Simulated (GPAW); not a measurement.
Records of electronic-structure calculations.

```xyz
10
Lattice="2.380 1.374 4.332 -2.380 1.374 4.332 0.000 -2.748 4.332" Properties=species:S:1:pos:R:3 pbc="T T T" subject="Al2O3 (Corundum): G0W0 with GPAW, start to end" method="DFT, PBE, plane waves, PAW (and 1 further level or step)" program="GPAW 26.7.0" settings_of_one_run="cutoff 600 eV, GPAW PAW setups 1.2.1 data release, 4×4×4 k-mesh, nbands 556" cost="4 runs, 5.7 min in all on 8 MPI ranks of Arm Neoverse V2, shared host (the runs of this entry)" notes="The cell and positions come from the Crystallography Open Database and are kept as given unless a step says otherwise. Bands and cutoff are finite, so the gap is not at the basis limit. The miss can reach some tenths of an eV and take either sign; the mesh is an error of its own." pbe_gap="6.23 eV, direct" g0w0_gap_on_the_mesh="8.78 eV" gw_settings="4×4×4 mesh, 253 bands, screening to 120 eV, Godby-Needs plasmon pole" known_limits="not at the basis limit"
Al    0.000    0.000    4.577
Al    0.000    0.000    1.921
Al    0.000    0.000    8.419
Al    0.000    0.000   11.074
O    -0.920    1.374    7.581
O    -0.730   -1.484    7.581
O     1.650    0.110    7.581
O     0.920   -1.374    5.415
O     0.730    1.484    5.415
O    -1.650   -0.110    5.415
```

[Paths, hosts, dates, memory and timing lines, banners, echoed tables and standing remarks are left out of the program output.]

[Logs are printed without paths, hosts, clocks, repeated set-up lines and the standing remarks that a program may print on its own settings, such as how far it seeks lower states.]

[Runs of the session that timed out or met a known fault of the program may be left out.]

[Hosts, paths, dates, database ids (printed as entryN), source tags and the programs' standing remarks are cut or masked in the printed files.]
